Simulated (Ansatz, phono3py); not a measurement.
# Scattering channels in Ac2O3 (P-3m1), one at a time, part 5 of 5

Aim: with force constants in hand, see how mesh, solver, isotopes and boundaries change the conductivity of Ac2O3.

Ansatz 0.2.0 and phono3py 4.10.0; DFT LDA, scalar-relativistic, plane waves, PAW (the session's first sound run).

So far, κ at 300 K (W/m/K): step 3 (relaxation-time solution) 2.01; step 15 (solver RTA with coherences (SMM19)) 2.21; step 16 (delta function Gaussian, sigma 0.01 THz) 2.01; step 17 (delta function Gaussian, sigma 0.03 THz) 2.00; step 19 (without dipole term) 1.97.

The database entry behind the starting cell is an old determination (1949), so it need not match the best structure at ambient conditions.

## Step 20: A changed mass, third order supercell 3×3×2, supercell 3×3×2

Level of this step: DFT LDA, scalar-relativistic, plane waves, PAW; phono3py on Ansatz's force constants (phono3py).

Changing one mass at fixed force constants separates the effect of mass from that of bonding.

Input file phono3py.yaml:

```yaml
phono3py:
  version: "4.10.0"
  frequency_unit_conversion_factor: 15.633302
  symmetry_tolerance: 1.00000e-05

physical_unit:
  atomic_mass: "AMU"
  length: "angstrom"

space_group:
  type: "P-3m1"
  number: 164
  Hall_symbol: "-P 3 2\""

primitive_matrix:
- [  1.000000000000000,  0.000000000000000,  0.000000000000000 ]
- [  0.000000000000000,  1.000000000000000,  0.000000000000000 ]
- [  0.000000000000000,  0.000000000000000,  1.000000000000000 ]

supercell_matrix:
- [   3,   0,   0 ]
- [   0,   3,   0 ]
- [   0,   0,   2 ]

# [primitive_cell block left out]
unit_cell:
  lattice:
  - [     4.072737246495332,     0.000000000028868,     0.000000000000000 ] # a
  - [    -2.036368623272666,     3.527093918389609,     0.000000000000000 ] # b
  - [     0.000000000000000,     0.000000000000000,     6.322489122600000 ] # c
  points:
  - symbol: Ac # 1
    coordinates: [  0.333333333333333,  0.666666666666667,  0.246946673400000 ]
    mass: 227.027750
    reduced_to: 1
  - symbol: Ac # 2
    coordinates: [  0.666666666666667,  0.333333333333333,  0.753053326600000 ]
    mass: 227.027750
    reduced_to: 2
  - symbol: O # 3
    coordinates: [  0.000000000000000,  0.000000000000000,  0.000000000000000 ]
    mass: 15.999000
    reduced_to: 3
  - symbol: O # 4
    coordinates: [  0.333333333333333,  0.666666666666667,  0.642573608000000 ]
    mass: 15.999000
    reduced_to: 4
  - symbol: O # 5
    coordinates: [  0.666666666666667,  0.333333333333333,  0.357426392000000 ]
    mass: 15.999000
    reduced_to: 5

# [supercell block left out]
phonon_supercell_matrix:
- [   3,   0,   0 ]
- [   0,   3,   0 ]
- [   0,   0,   2 ]

# [phonon_primitive_cell block left out]
# [phonon_supercell block left out]
nac:
  born_effective_charge:
  - # 1 (Ac)
    - [  4.055206627906323,  0.000000000000000,  0.000000000000000 ]
    - [  0.000000000000000,  4.055206627906322,  0.000000000000000 ]
    - [  0.000000000000000,  0.000000000000000,  3.848764977161227 ]
  - # 2 (Ac)
    - [  4.055206627906323,  0.000000000000000,  0.000000000000000 ]
    - [  0.000000000000000,  4.055206627906322,  0.000000000000000 ]
    - [  0.000000000000000,  0.000000000000000,  3.848764977161227 ]
  - # 3 (O)
    - [ -2.689163683064379,  0.000000000000000,  0.000000000000000 ]
    - [  0.000000000000000, -2.689163683064379,  0.000000000000000 ]
    - [  0.000000000000000,  0.000000000000000, -2.513510292300452 ]
  - # 4 (O)
    - [ -2.710624786374133,  0.000000000000000,  0.000000000000000 ]
    - [  0.000000000000000, -2.710624786374133,  0.000000000000000 ]
    - [  0.000000000000000,  0.000000000000000, -2.592009831011001 ]
  - # 5 (O)
    - [ -2.710624786374134,  0.000000000000000,  0.000000000000000 ]
    - [  0.000000000000000, -2.710624786374133,  0.000000000000000 ]
    - [  0.000000000000000,  0.000000000000000, -2.592009831011001 ]
  dielectric_constant:
    - [  4.521006771497703,  0.000000000000000,  0.000000000000000 ]
    - [  0.000000000000000,  4.521006771497703,  0.000000000000000 ]
    - [  0.000000000000000,  0.000000000000000,  4.615100166809227 ]
  unit_conversion_factor: 14.399645
```

Command:

```sh
$ phono3py phono3py.yaml --mesh 15 15 9 --br --mass 227.028 227.028 12.799 12.799 12.799 --ts 100 300 600
```

The program printed:

```text
[banner, memory and clock lines left out]
Rust backend (phonors) using rayon (8 threads).
Running in phono3py.load mode.
Spglib version 2.8.0
----------------------------- General settings -----------------------------
Run mode: conductivity-RTA
HDF5 data compression filter: gzip
Crystal structure was read from "phono3py.yaml".
Supercell (dim): [3 3 2]
Phonon supercell (dim-fc2): [3 3 2]
Primitive matrix:
  [1. 0. 0.]
  [0. 1. 0.]
  [0. 0. 1.]
Spacegroup: P-3m1 (164)
Use -v option to watch primitive cell, unit cell, and supercell structures.
NAC parameters were read from "phono3py.yaml".
fc3 was read from "fc3.hdf5".
fc2 was read from "fc2.hdf5".
----------------------------- Force constants ------------------------------
Max drift of fc3: 0.00030000 (xyx) 0.00030000 (xyx) 0.00030000 (xxy)
Max drift of fc2: 0.00100000 (zz) 0.00100000 (zz)
--------------------------- Calculation settings ---------------------------
Non-analytical term correction (NAC): True
NAC unit conversion factor:  14.39964
BZ integration: Tetrahedron-method
Temperature:  100.0  300.0  600.0
Cutoff frequency: 0.01
Mesh sampling: [ 15 15 9 ]
Generating grid system ... [ 15 15 9 ]
fc3-r2q-transformation over three atoms: True
========================== Warning ==========================
 Phonon frequency of band index 3 at Gamma is calculated to be 0.040465.
 But this frequency is forced to be zero.
--------------------------- Phonon calculations ----------------------------
  PRB 50, 13035(R) (1994), PRB 55, 10355 (1997)
  G-cutoff distance: 0.92, Number of G-points: 299, Lambda: 0.21
Running harmonic phonon calculations...
-------------------- Lattice thermal conductivity (RTA) --------------------
Running heat capacity calculations...
Running velocity calculations...
======================= Grid point 0 (1/211) =======================
q-point: ( 0.00  0.00  0.00)
Boundary mean free path (millimeter): 1000.000
Number of triplets: 211
Frequency     group velocity (x, y, z)     |gv|
  -0.023   (   0.000    0.000    0.000)    0.000
  -0.019   (   0.000    0.000    0.000)    0.000
   0.040   (   0.000    0.000    0.000)    0.000
   2.332   (   0.000    0.000    0.000)    0.000
   2.332   (   0.000    0.000    0.000)    0.000
   4.452   (   0.000    0.000    0.000)    0.000
   5.023   (   0.000    0.000    0.000)    0.000
   5.024   (   0.000    0.000    0.000)    0.000
   5.579   (   0.000    0.000    0.000)    0.000
  11.341   (   0.000    0.000    0.000)    0.000
  11.341   (   0.000    0.000    0.000)    0.000
  12.149   (   0.000    0.000    0.000)    0.000
  12.412   (   0.000    0.000    0.000)    0.000
  12.412   (   0.000    0.000    0.000)    0.000
  13.761   (   0.000    0.000    0.000)    0.000
======================= Grid point 1 (2/211) =======================
q-point: ( 0.07  0.00  0.00)
Boundary mean free path (millimeter): 1000.000
Number of triplets: 544
Frequency     group velocity (x, y, z)     |gv|
   0.324   (  14.957    8.635  -14.904)   22.812
[...]
[208 grid points left out]
======================= Grid point 1046 (211/211) =======================
q-point: ( 0.33  0.33  0.44)
Boundary mean free path (millimeter): 1000.000
Number of triplets: 347
Frequency     group velocity (x, y, z)     |gv|
[...]
6.281   (   8.056   -0.673   -0.395)    8.094
   7.352   (  -0.000    0.000    0.583)    0.583
   9.669   (   0.006   -0.001   -0.161)    0.161
   9.778   (  -3.603   -7.213   -0.720)    8.095
   9.778   (   3.604    7.213   -0.725)    8.096
  12.859   (   0.003    0.000   -0.082)    0.082
  15.580   ( -15.682    2.675    1.266)   15.959
  15.580   (  15.681   -2.674    1.266)   15.958
=================== End of collection of collisions ===================
----------- Thermal conductivity (W/m-k) with tetrahedron method -----------
#  T(K)        xx         yy         zz         yz         xz         xy
  100.0       6.771      6.771      5.557      0.000     -0.000     -0.000
  300.0       2.452      2.452      1.836      0.000     -0.000     -0.000
  600.0       1.259      1.259      0.927      0.000     -0.000     -0.000

Thermal conductivity related properties were written into
"kappa-m15159.hdf5".
Summary of calculation was written in "phono3py.yaml".
```

The job ended after 55 s (8 threads of Arm Neoverse V2, shared host; peak memory 0.12 GiB; 7.2 min of CPU time).

This step gave:

```yaml
kappa_at_300_k: 2.247 W/m/K
kappa_xx_yy_zz_at_300_k: 2.452, 2.452, 1.836 W/m/K
```

W/m/K. Kappa, by row:

```tsv
T (K)	xx	yy	zz	yz	xz	xy
100	6.771	6.771	5.557	0	0	0
300	2.452	2.452	1.836	0	0	0
600	1.259	1.259	0.9272	0	0	0
```

Without isotope scattering in either run, κ at 300 K goes from 2.01 to 2.25 W/(m K).

## Step 21: Mass disorder, third order supercell 3×3×2, supercell 3×3×2

A typed mass variance takes the place of the natural one on the sites of one element, as a model of more or less disorder.

phono3py.yaml is that of step 20.

Command:

```sh
$ phono3py phono3py.yaml --mesh 15 15 9 --br --isotope --mv 0.001 0.001 3.359e-05 3.359e-05 3.359e-05 --ts 50 100 150 200 300 400 500 600 800 1000
```

The program printed:

```text
[banner, memory and clock lines left out]
Rust backend (phonors) using rayon (8 threads).
Running in phono3py.load mode.
Spglib version 2.8.0
----------------------------- General settings -----------------------------
Run mode: conductivity-RTA
HDF5 data compression filter: gzip
Crystal structure was read from "phono3py.yaml".
Supercell (dim): [3 3 2]
Phonon supercell (dim-fc2): [3 3 2]
Primitive matrix:
  [1. 0. 0.]
  [0. 1. 0.]
  [0. 0. 1.]
Spacegroup: P-3m1 (164)
Use -v option to watch primitive cell, unit cell, and supercell structures.
NAC parameters were read from "phono3py.yaml".
fc3 was read from "fc3.hdf5".
fc2 was read from "fc2.hdf5".
----------------------------- Force constants ------------------------------
Max drift of fc3: 0.00030000 (xyx) 0.00030000 (xyx) 0.00030000 (xxy)
Max drift of fc2: 0.00100000 (zz) 0.00100000 (zz)
--------------------------- Calculation settings ---------------------------
Non-analytical term correction (NAC): True
NAC unit conversion factor:  14.39964
BZ integration: Tetrahedron-method
Temperature:  50.0  100.0  150.0  200.0  300.0 ... 1000.0
Cutoff frequency: 0.01
Mesh sampling: [ 15 15 9 ]
Generating grid system ... [ 15 15 9 ]
fc3-r2q-transformation over three atoms: True
========================== Warning ==========================
 Phonon frequency of band index 3 at Gamma is calculated to be 0.040077.
 But this frequency is forced to be zero.
--------------------------- Phonon calculations ----------------------------
  PRB 50, 13035(R) (1994), PRB 55, 10355 (1997)
  G-cutoff distance: 0.92, Number of G-points: 299, Lambda: 0.21
Running harmonic phonon calculations...
-------------------- Lattice thermal conductivity (RTA) --------------------
Running heat capacity calculations...
Running velocity calculations...
Running isotope scattering calculations with tetrahedron method...
======================= Grid point 0 (1/211) =======================
q-point: ( 0.00  0.00  0.00)
Boundary mean free path (millimeter): 1000.000
Mass variance parameters: 1.00e-03 1.00e-03 3.36e-05 3.36e-05 3.36e-05
Number of triplets: 211
Frequency     group velocity (x, y, z)     |gv|
  -0.023   (   0.000    0.000    0.000)    0.000
  -0.018   (   0.000    0.000    0.000)    0.000
   0.040   (   0.000    0.000    0.000)    0.000
   2.329   (   0.000    0.000    0.000)    0.000
   2.329   (   0.000    0.000    0.000)    0.000
   4.441   (   0.000    0.000    0.000)    0.000
   4.519   (   0.000    0.000    0.000)    0.000
   4.519   (   0.000    0.000    0.000)    0.000
   5.033   (   0.000    0.000    0.000)    0.000
  10.183   (   0.000    0.000    0.000)    0.000
  10.183   (   0.000    0.000    0.000)    0.000
  10.894   (   0.000    0.000    0.000)    0.000
  11.116   (   0.000    0.000    0.000)    0.000
  11.116   (   0.000    0.000    0.000)    0.000
  12.322   (   0.000    0.000    0.000)    0.000
======================= Grid point 1 (2/211) =======================
q-point: ( 0.07  0.00  0.00)
Boundary mean free path (millimeter): 1000.000
Mass variance parameters: 1.00e-03 1.00e-03 3.36e-05 3.36e-05 3.36e-05
Number of triplets: 544
Frequency     group velocity (x, y, z)     |gv|
   0.321   (  14.822    8.558  -14.779)   22.613
[...]
[208 grid points left out]
======================= Grid point 1046 (211/211) =======================
q-point: ( 0.33  0.33  0.44)
Boundary mean free path (millimeter): 1000.000
Mass variance parameters: 1.00e-03 1.00e-03 3.36e-05 3.36e-05 3.36e-05
Number of triplets: 347
Frequency     group velocity (x, y, z)     |gv|
[...]
5.839   (   6.807   -0.481    0.460)    6.840
   6.671   (  -0.000    0.000    0.523)    0.523
   8.672   (   0.005   -0.001   -0.111)    0.111
   8.753   (  -3.117   -6.241   -0.610)    7.003
   8.753   (   3.118    6.241   -0.614)    7.004
  11.501   (   0.002    0.000   -0.073)    0.073
  13.943   ( -14.060    2.398    1.089)   14.304
  13.943   (  14.059   -2.397    1.089)   14.304
=================== End of collection of collisions ===================
----------- Thermal conductivity (W/m-k) with tetrahedron method -----------
#  T(K)        xx         yy         zz         yz         xz         xy
   50.0      10.689     10.689     10.015      0.000      0.000     -0.000
  100.0       5.610      5.610      4.665      0.000      0.000     -0.000
  150.0       3.990      3.990      3.132      0.000      0.000     -0.000
  200.0       3.115      3.115      2.375      0.000      0.000     -0.000
  300.0       2.160      2.160      1.608      0.000      0.000     -0.000
  400.0       1.649      1.649      1.216      0.000      0.000     -0.000
  500.0       1.331      1.331      0.977      0.000      0.000     -0.000
  600.0       1.115      1.115      0.817      0.000      0.000     -0.000
  800.0       0.841      0.841      0.615      0.000      0.000     -0.000
 1000.0       0.675      0.675      0.493      0.000      0.000     -0.000

Thermal conductivity related properties were written into
"kappa-m15159.hdf5".
Summary of calculation was written in "phono3py.yaml".
```

It took 59 s on 8 threads; peak memory 0.12 GiB; 7.6 min of CPU time.

Numbers from this step:

```yaml
kappa_at_300_k: 1.976 W/m/K
kappa_xx_yy_zz_at_300_k: 2.16, 2.16, 1.608 W/m/K
```

W/m/K. Kappa, by row:

```tsv
T (K)	xx	yy	zz	yz	xz	xy
50	10.69	10.69	10.02	0	0	0
100	5.61	5.61	4.665	0	0	0
150	3.99	3.99	3.132	0	0	0
200	3.115	3.115	2.375	0	0	0
300	2.16	2.16	1.608	0	0	0
400	1.649	1.649	1.216	0	0	0
500	1.331	1.331	0.9774	0	0	0
600	1.115	1.115	0.817	0	0	0
800	0.8414	0.8414	0.6148	0	0	0
1000	0.6751	0.6751	0.4928	0	0	0
```

κ at 300 K goes from 2.01 in the base run to 1.98 W/(m K).

## Step 22: A faulty attempt, third order supercell 3×3×2, supercell 3×3×2

This input was changed on purpose, to see how the program answers.

phono3py.yaml is that of step 21.

Command:

```sh
$ phono3py phono3py.yaml --mesh 7 7 5 --br --sigma 0.001 --ts 300
```

The program printed:

```text
[banner, memory and clock lines left out]
Rust backend (phonors) using rayon (8 threads).
Running in phono3py.load mode.
Spglib version 2.8.0
----------------------------- General settings -----------------------------
Run mode: conductivity-RTA
HDF5 data compression filter: gzip
Crystal structure was read from "phono3py.yaml".
Supercell (dim): [3 3 2]
Phonon supercell (dim-fc2): [3 3 2]
Primitive matrix:
  [1. 0. 0.]
  [0. 1. 0.]
  [0. 0. 1.]
Spacegroup: P-3m1 (164)
Use -v option to watch primitive cell, unit cell, and supercell structures.
NAC parameters were read from "phono3py.yaml".
fc3 was read from "fc3.hdf5".
fc2 was read from "fc2.hdf5".
----------------------------- Force constants ------------------------------
Max drift of fc3: 0.00030000 (xyx) 0.00030000 (xyx) 0.00030000 (xxy)
Max drift of fc2: 0.00100000 (zz) 0.00100000 (zz)
--------------------------- Calculation settings ---------------------------
Non-analytical term correction (NAC): True
NAC unit conversion factor:  14.39964
BZ integration: Smearing=0.001
Temperature:  300.0
Cutoff frequency: 0.01
Mesh sampling: [ 7 7 5 ]
Generating grid system ... [ 7 7 5 ]
fc3-r2q-transformation over three atoms: True
========================== Warning ==========================
 Phonon frequency of band index 3 at Gamma is calculated to be 0.040077.
 But this frequency is forced to be zero.
--------------------------- Phonon calculations ----------------------------
  PRB 50, 13035(R) (1994), PRB 55, 10355 (1997)
  G-cutoff distance: 0.92, Number of G-points: 299, Lambda: 0.21
Running harmonic phonon calculations...
-------------------- Lattice thermal conductivity (RTA) --------------------
Running heat capacity calculations...
Running velocity calculations...
======================= Grid point 0 (1/32) =======================
q-point: ( 0.00  0.00  0.00)
Boundary mean free path (millimeter): 1000.000
Number of triplets: 32
Frequency     group velocity (x, y, z)     |gv|
  -0.023   (   0.000    0.000    0.000)    0.000
  -0.018   (   0.000    0.000    0.000)    0.000
   0.040   (   0.000    0.000    0.000)    0.000
   2.329   (   0.000    0.000    0.000)    0.000
   2.329   (   0.000    0.000    0.000)    0.000
   4.441   (   0.000    0.000    0.000)    0.000
   4.519   (   0.000    0.000    0.000)    0.000
   4.519   (   0.000    0.000    0.000)    0.000
   5.033   (   0.000    0.000    0.000)    0.000
  10.183   (   0.000    0.000    0.000)    0.000
  10.183   (   0.000    0.000    0.000)    0.000
  10.894   (   0.000    0.000    0.000)    0.000
  11.116   (   0.000    0.000    0.000)    0.000
  11.116   (   0.000    0.000    0.000)    0.000
  12.322   (   0.000    0.000    0.000)    0.000
======================= Grid point 1 (2/32) =======================
q-point: ( 0.14  0.00  0.00)
Boundary mean free path (millimeter): 1000.000
Number of triplets: 72
Frequency     group velocity (x, y, z)     |gv|
   0.693   (  14.988    8.654  -13.143)   21.732
[...]
[29 grid points left out]
======================= Grid point 127 (32/32) =======================
q-point: ( 0.29  0.29  0.40)
Boundary mean free path (millimeter): 1000.000
Number of triplets: 123
Frequency     group velocity (x, y, z)     |gv|
[...]
5.874   (   3.711    2.111    0.757)    4.336
   6.550   (   4.194    8.807   -1.006)    9.807
   8.650   (   0.568   -0.328    2.259)    2.352
   8.751   (  -3.138   -5.873    0.061)    6.659
   9.045   (  -8.131  -13.784   -2.931)   16.270
  11.452   (   2.084    3.441    0.112)    4.024
  13.666   (   3.335    7.562    0.302)    8.270
  14.228   (  -4.449   -9.895    2.893)   11.228
=================== End of collection of collisions ===================
----------- Thermal conductivity (W/m-k) for sigma=0.001 -----------
#  T(K)        xx         yy         zz         yz         xz         xy
  300.0       4.428      4.428      4.898      0.000     -0.000     -0.000

Thermal conductivity related properties and sigma 0.001
were written into "kappa-m775-s0.001.hdf5".
Summary of calculation was written in "phono3py.yaml".
```

Elapsed: 1.5 s, on 8 threads; peak memory 0.12 GiB; 7.3 s of CPU time.

The run finished. A setting was moved off its sound value on purpose, so it serves as a test and not as the result.

The fault put into the input: a Gaussian far narrower than the mesh, no isotopes, with which κ at 300 K comes out at 4.58 W/(m K).

## Step 23: Outcome

* κ at 300 K, RTA, natural isotopes, mesh 15×15×9: 2.01 W/m/K
* κ at 300 K, RTA, pure, mesh 15×15×9: 2.01 W/m/K
* κ at 300 K, with coherences, mesh 15×15×9: 2.21 W/m/K
* κ at 300 K, no dipole term, mesh 15×15×9: 1.97 W/m/K

On these constants κ of Ac2O3 at 300 K is 2.01 W/(m K) in the base run, by relaxation time; smearing and coherences move that between 2.00 and 2.21. The full solution gives 2.25 W/(m K) (Ansatz's run on the same constants, with coherences). On the same constants and mesh Ansatz's figure, which includes its coherence part, and phono3py's, which doesn't, differ by up to 38 %; with phono3py's own coherence part added, which is defined differently, the largest difference is 2.4 %. The last step of the mesh series (17x17x9 to 21x21x11) moves κ at 300 K by +2.2 %, while the coarsest mesh gives 70 % of the densest value. Normal processes make 50 % of the three-phonon scattering at 300 K, weighting modes by their heat capacity. A boundary length of 0.3 µm leaves 95 % of κ at 300 K. A boundary length of 10 µm leaves 100 % of κ at 300 K. Scaling the mass of O by 0.8 at fixed force constants, a model exercise, multiplies the isotope-free κ by 1.12. A mass variance of 0.001 on the Ac sites, typed in place of the natural one, gives 98 % of the base value. The series or run stands on the volume of the database entry, not on this functional's own equilibrium cell.

[Logs are printed without paths, hosts, clocks, repeated set-up lines and the standing remarks that a program may print on its own settings, such as how far it seeks lower states.]

[Hosts, paths, dates, database ids (printed as entryN), source tags and the programs' standing remarks are cut or masked in the printed files.]

[A step with changed settings may run another functional than the one named; its input shows which.]
